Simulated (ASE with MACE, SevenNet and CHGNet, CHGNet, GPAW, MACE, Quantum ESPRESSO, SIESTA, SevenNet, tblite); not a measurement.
**Machine-learned potentials on twisted Ti3C2O2 MXene bilayer, 38.21° (98 atoms): settings against a plane-wave reference**

Wanted: machine-learned potentials inputs and outputs for twisted Ti3C2O2 MXene bilayer, 38.21° (98 atoms), checked against a plane-wave reference.

Main program and level: ASE with MACE, SevenNet and CHGNet; the method is named at each step.

## Step 1: The starting structure

The cell holds 98 atoms: 42 Ti, 28 C and 28 O. Its edges and angles: a = 8.043 Å, b = 8.043 Å, c = 30.650 Å, α = 90.0°, β = 90.0°, γ = 120.0°. It derives from Ti3C2O2 (Ti3C2O2 MXene). Ti3C2O2 MXene (a = 3.04 Å) under Ti3C2O2 MXene (a = 3.04 Å), bilayer, commensurate cell of 7 unit cells a layer, twist 38.21 deg; facing planes 2.85 Å apart; 14 Å of vacuum; layers as built, displaced by a Gaussian of 0.01 Å. Then every atom was moved at random, 0.02 Å r.m.s. a Cartesian component. Regions: layer 1, 49 atoms (21 Ti, 14 C and 14 O); layer 2, 49 atoms (21 Ti, 14 C and 14 O). Vacuum lies along c.

The yardstick, on the same geometry:

| Quantity | Value |
| --- | --- |
| method | Kohn-Sham DFT, PBE, SSSP efficiency 1.3.0 pseudopotentials, plane waves (Quantum ESPRESSO 7.5); sssp-pbe-1.3.0-efficiency, cutoffs 60/480 Ry, Γ point |
| r.m.s. force component | 0.3758 eV/Å |
| longest force | 1.14 eV/Å |
| time | 24 min on 4 MPI ranks of Arm Neoverse V2, shared host |
| CPU time | 1.6 h |

## Step 2: MACE MPA-0 medium potential

Method: machine-learned interatomic potential MACE MPA-0 medium, trained on PBE(+U) plane-wave data.

run.py reads:

```python
import numpy as np
from ase.io import read
import mlip  # loads the published weights by name

atoms = read("structure.xyz")
atoms.calc = mlip.calc("mace-mpa-0-medium")
energy = atoms.get_potential_energy()
forces = atoms.get_forces()
print(f"energy {energy:.6f} eV")
print("forces (eV/A)")
for i, (a, f) in enumerate(zip(atoms, forces)):
    print(f"{i:4d} {a.symbol:2s} {f[0]:10.5f} {f[1]:10.5f} {f[2]:10.5f}")
```

structure.xyz reads:

```xyz
98
Lattice="8.04310 0.00000 0.00000 -4.02155 6.96553 0.00000 0.00000 0.00000 30.65000" Properties=species:S:1:pos:R:3 pbc="T T T"
Ti 0.01802 0.01268 10.47770
C 0.58220 1.65188 11.73435
C 1.68394 0.32522 9.18121
Ti 1.70393 0.34452 12.99376
Ti 0.58859 1.63370 7.88471
O -4.00526 6.96476 13.90621
O 8.00968 0.02264 7.00567
Ti -0.57347 2.95046 10.48751
C 0.01166 4.63890 11.73435
C 1.14103 3.29449 9.18489
Ti 1.15016 3.30124 12.99560
Ti 0.02719 4.65548 7.90372
O -0.56418 3.00166 13.88138
O -0.62507 3.00082 6.96981
Ti -1.14719 5.94870 10.46728
C 3.45853 0.59068 11.74477
C 0.56829 6.28145 9.20113
Ti 0.53627 6.27476 13.02196
Ti 3.46054 0.68137 7.88931
O -1.12748 5.94146 13.89916
O -1.16810 5.95720 6.99648
Ti 2.31943 1.99918 10.43602
C 2.86861 3.61741 11.71290
C 3.98125 2.33067 9.16312
Ti 4.02987 2.33505 13.01644
Ti 2.85446 3.61783 7.91873
O 2.29293 2.02140 13.92460
O 2.29948 1.97661 7.00261
Ti 1.71511 4.96015 10.43694
C 2.27797 6.65584 11.70217
C 3.42934 5.26984 9.16864
Ti 3.44397 5.30885 13.01184
Ti 2.30789 6.65445 7.91475
O 1.70353 4.99220 13.88660
O 1.73791 5.03434 6.98452
Ti 5.20658 1.02540 10.48690
C 5.71486 2.64063 11.69941
C 6.87500 1.32484 9.18918
Ti 6.92346 1.31363 12.97782
Ti 5.77491 2.69949 7.89697
O 5.18193 0.99064 13.92491
O 5.17686 1.00067 7.00690
Ti 4.58799 4.01486 10.47862
C -2.85506 5.61714 11.71136
C -1.70284 4.27677 9.19715
Ti -1.75979 4.30421 13.01123
Ti -2.88373 5.66973 7.87644
O 4.57222 3.93741 13.89640
O 4.62366 3.97676 7.01425
Ti 5.73606 1.94164 20.16617
C 4.56796 0.69105 21.44918
C 4.04049 2.30023 18.93342
Ti 3.98801 2.27480 22.74751
Ti 4.60323 0.64821 17.62988
O 5.73968 2.00572 23.66824
O 5.76336 1.97807 16.78149
[... 38 atom lines left out ...]
Ti 4.59193 5.28886 22.74536
Ti 5.20521 3.68818 17.67953
O -1.73570 4.93619 23.64525
O -1.70562 4.95806 16.71069
```

Command:

```sh
$ OMP_NUM_THREADS=1 python run.py > output.txt
```

Output:

```text
energy -889.770270 eV
forces (eV/A)
   0 Ti   -0.17475   -0.18691   -0.36421
   1 C    -0.00065   -0.11049   -0.77889
   2 C     0.26140    0.01339    0.89366
   3 Ti    0.52313    0.04899    0.32557
   4 Ti   -0.31251    0.56277   -0.09181
   5 O    -0.17226   -0.15010   -0.11225
   6 O     0.35410   -0.22359   -0.41279
   7 Ti   -0.07702    0.36632   -0.50790
   8 C    -0.18265   -0.12564   -0.89898
   9 C     0.07108    0.11093    0.83728
  10 Ti    0.02479    0.20554    0.35740
  11 Ti   -0.14143   -0.03620   -0.52652
  12 O    -0.25936   -0.20346    0.17652
  13 O     0.68967   -0.05156    0.10027
  14 Ti    0.14759    0.08640   -0.24251
  15 C    -0.22370    0.63484   -0.91882
  16 C    -0.03311    0.09695    0.81756
  17 Ti    0.41687    0.56945    0.20930
  18 Ti    0.13784   -0.33281   -0.27126
  19 O    -0.56425    0.11410    0.27140
  20 O     0.16027    0.15376    0.03073
  21 Ti   -0.01925   -0.18961    0.00002
  22 C     0.06792    0.25428   -0.56181
  23 C     0.16739   -0.20667    1.24965
[...]
90 O    -0.16881    0.10987    0.03840
  91 Ti   -0.17771    0.11995    0.17896
  92 C     0.03582   -0.15571   -0.72174
  93 C    -0.10837   -0.02456    1.03113
  94 Ti    0.01530    0.24702    0.26002
  95 Ti   -0.34815   -0.34347   -0.58115
  96 O     0.02685    0.52269    0.36713
  97 O    -0.20152    0.09975    0.07608
```

Wall time 8.3 s (1 thread of Arm Neoverse V2, shared host); peak memory 1.2 GiB.

Banners, paths, timers and routine set-up lines are dropped from the logs unmarked, and long logs keep their key lines alone; longer cuts are marked.

Against the reference:

- r.m.s. force component: 0.3926 eV/Å
- r.m.s. difference of force components: 271.9 meV/Å
- longest difference of force vectors: 966.7 meV/Å
- force difference over r.m.s. force: 72.35 %
- slope of forces against the reference's: 0.784
- correlation of force components: 0.7504

Length of the force difference by element (eV/Å):

| element | atoms | mean | most |
| --- | --- | --- | --- |
| C | 28 | 0.52 | 0.86 |
| O | 28 | 0.36 | 0.52 |
| Ti | 42 | 0.44 | 0.97 |

A closer look about C23, picked at random: 10 atoms, nearest first, numbered in the order of the input, with positions taken from that point.

```
atom      x      y      z  distance (Å)  bonds     Fx     Fy  Fz (eV/Å)
 C23   0.00   0.00   0.00          0.00      6   0.07   0.25      -0.56
Ti22  -0.55  -1.62  -1.28          2.13      6  -0.02  -0.19       0.00
Ti43   1.72   0.40  -1.23          2.15      6   0.01  -0.28      -0.40
Ti25   1.16  -1.28   1.30          2.17      6  -0.14  -0.86       0.13
Ti11  -1.72  -0.32   1.28          2.17      6   0.02   0.21       0.36
Ti29  -1.15   1.34  -1.28          2.18      6   0.02   0.17       0.02
Ti32   0.58   1.69   1.30          2.21      6  -0.26   0.02       0.04
 O27  -0.58  -1.60   2.21          2.79      3   0.03  -0.34      -0.13
 O48   1.70   0.32   2.18          2.79      3   0.14   0.59       0.42
 O34  -1.17   1.37   2.17          2.82      3   0.45  -0.34       0.19
```

Atoms are counted from 1 here, from 0 in the log.

Forces lie 72 % from the reference's, at 0.0014 times its CPU time (on 1 against 4 cores).

## Step 3: SevenNet l3i5 potential

Method: machine-learned interatomic potential SevenNet l3i5, trained on PBE(+U) plane-wave data.

Edit run.py of step 2 so:

```diff
@@ -5,3 +5,3 @@
 atoms = read("structure.xyz")
-atoms.calc = mlip.calc("mace-mpa-0-medium")
+atoms.calc = mlip.calc("7net-l3i5")
 energy = atoms.get_potential_energy()
```

structure.xyz is that of step 2.

Output:

```text
energy -891.798645 eV
forces (eV/A)
   0 Ti   -0.35361   -0.53969   -0.44397
   1 C     0.23176   -0.06793   -0.66730
   2 C     0.49370    0.03506    0.46965
   3 Ti    0.61789    0.00274    0.60075
   4 Ti   -0.34671    0.35839    0.14205
   5 O    -0.15832   -0.18583    0.16495
   6 O     0.29418   -0.14147   -0.55385
   7 Ti   -0.00691    0.47690   -0.56688
   8 C    -0.22053   -0.20696   -0.81048
   9 C    -0.04681    0.13985    0.47173
  10 Ti    0.02541    0.22524    0.62338
  11 Ti   -0.14640    0.04646   -0.25129
  12 O    -0.20702   -0.11271    0.28201
  13 O     0.41117   -0.09410   -0.10466
  14 Ti    0.06374    0.08633   -0.33420
  15 C    -0.23611    1.00170   -0.97196
  16 C    -0.08413    0.31543    0.40053
  17 Ti    0.39779    0.52537    0.57079
  18 Ti    0.36718   -0.32277    0.00943
  19 O    -0.48256   -0.00619    0.36306
  20 O     0.00878    0.12009   -0.14061
  21 Ti   -0.19404   -0.59316    0.18854
  22 C     0.14592    0.49423   -0.41143
  23 C     0.41814   -0.21642    0.85231
[...]
90 O    -0.11291    0.03128   -0.15960
  91 Ti   -0.08203    0.26167    0.11476
  92 C     0.06386   -0.38566   -0.22455
  93 C    -0.06433    0.00571    1.08379
  94 Ti    0.12305   -0.01168    0.00133
  95 Ti   -0.43224   -0.34960   -0.85091
  96 O     0.05871    0.41302    0.53668
  97 O    -0.11792    0.01350    0.06606
```

Elapsed: 10 s, on 1 thread; peak memory 1.9 GiB.

Compared with the plane-wave run:

* r.m.s. force component: 0.3904 eV/Å
* r.m.s. difference of force components: 263.2 meV/Å
* longest difference of force vectors: 1054 meV/Å
* force difference over r.m.s. force: 70.03 %
* slope of forces against the reference's: 0.7942
* correlation of force components: 0.7646

Against the first run (72 %), the force difference from the reference is 70 %, at 1.2 times the CPU time.

## Step 4: CHGNet r2SCAN potential

Method: machine-learned interatomic potential CHGNet r2SCAN, trained on r2SCAN plane-wave data.

Edit run.py of step 3 so:

```diff
@@ -5,3 +5,3 @@
 atoms = read("structure.xyz")
-atoms.calc = mlip.calc("7net-l3i5")
+atoms.calc = mlip.calc("chgnet-r2scan")
 energy = atoms.get_potential_energy()
```

structure.xyz is that of step 3.

Output:

```text
CHGNet vr2scan initialized with 412,525 parameters
CHGNet will run on cpu
energy -1179.930176 eV
forces (eV/A)
   0 Ti   -0.07824   -0.12357   -0.21741
   1 C     0.00273   -0.06552   -0.15811
   2 C     0.18439   -0.00286    0.06546
   3 Ti    0.31186   -0.00368    0.11449
   4 Ti   -0.21642    0.24724    0.19810
   5 O    -0.06810   -0.06146   -0.10087
   6 O     0.15376   -0.06515   -0.25342
   7 Ti    0.00202    0.20876   -0.18833
   8 C    -0.16548   -0.12729   -0.19599
   9 C    -0.02697    0.02664   -0.01953
  10 Ti    0.04768    0.13207    0.08113
  11 Ti   -0.05785   -0.03861   -0.00200
  12 O    -0.15540   -0.12300    0.00208
  13 O     0.31006   -0.05041    0.07830
  14 Ti    0.11456    0.03743   -0.14835
  15 C    -0.20699    0.46076   -0.27719
  16 C    -0.06281    0.11303   -0.04087
  17 Ti    0.20456    0.23468   -0.00762
  18 Ti    0.12483   -0.18611    0.19340
  19 O    -0.27608    0.05655    0.10226
  20 O     0.04645    0.03962    0.04112
  21 Ti    0.11915   -0.11104    0.00936
  22 C     0.02530    0.15737   -0.02038
  23 C     0.16634   -0.16247    0.26363
[...]
90 O    -0.08197    0.02163   -0.00163
  91 Ti   -0.06229    0.08706    0.10532
  92 C    -0.00175   -0.13405    0.01191
  93 C    -0.03460    0.02058    0.28899
  94 Ti    0.04147    0.15897   -0.09141
  95 Ti   -0.20782   -0.17422   -0.24592
  96 O    -0.01534    0.22274    0.21735
  97 O    -0.09502   -0.01754    0.14538
```

Run time: 3.9 s. Hardware: 1 thread; peak memory 1.3 GiB.

Against the reference:

- r.m.s. force component: 0.1588 eV/Å
- r.m.s. difference of force components: 278.3 meV/Å
- longest difference of force vectors: 857 meV/Å
- force difference over r.m.s. force: 74.04 %
- slope of forces against the reference's: 0.3151
- correlation of force components: 0.746

Against the first run (72 %), the force difference from the reference is 74 %, at 0.47 times the CPU time; this potential was trained at another functional than the reference's, which explains only part of so large a difference.

## Step 5: Side by side

Differences are against the plane-wave reference, forces as r.m.s. over components; share is that over the reference's r.m.s. force, slope the least-squares factor from reference forces to these. Total energies of different programs have different zeros and aren't compared.

| run | Δ force, r.m.s. (meV/Å) | share (%) | slope | cores | CPU time | memory (GiB) |
| --- | --- | --- | --- | --- | --- | --- |
| reference | - | - | - | 4 | 1.6 h | 6.6 |
| MACE MPA-0 medium potential | 272 | 72.4 | 0.784 | 1 | 8.2 s | 1.2 |
| SevenNet l3i5 potential | 263 | 70.0 | 0.794 | 1 | 10 s | 1.9 |
| CHGNet r2SCAN potential | 278 | 74.0 | 0.315 | 1 | 3.9 s | 1.3 |

Times of the machine-learned potentials are mostly Python's start and the loading of weights.

CPU time is summed over cores on a shared host, where runs went side by side, so it is rough. Symmetry, cutoffs, thresholds, outputs and thread counts weren't matched or tuned between programs; memory under MPI is the largest rank's times the ranks.

## Step 6: Results

```yaml
nearest_in_forces: SevenNet l3i5 potential, 70 %
its_cpu_time: 10 s
```

In words: Machine-learned potentials differ by 70 % (SevenNet l3i5 potential) to 74 % (CHGNet r2SCAN potential); they were trained on other programs' data, some at another functional. Among those trained on PBE data the slope goes as low as 0.78, with a correlation of 0.75, so directions differ as well as sizes. Machine-learned potentials mimic data converged in k, so the reference's own k-point error enters their differences. The reference's PBE has no dispersion term, which matters for the binding between molecules or layers. The runs have no spin polarisation, so any moments at edges, vacancies or dangling bonds can't form. The electronic-structure runs sample only Γ, in a cell whose shortest periodic width is 7 Å, which is coarse for a cell with partly filled levels.

[Also dropped from logs without a mark: logging warnings of Python, and SIESTA's first energy breakdown and zero terms.]

[Logs are printed without paths, hosts, clocks, repeated set-up lines and the standing remarks that a program may print on its own settings, such as how far it seeks lower states.]

[Hosts, paths, dates, database ids (printed as entryN), source tags and the programs' standing remarks are cut or masked in the printed files.]
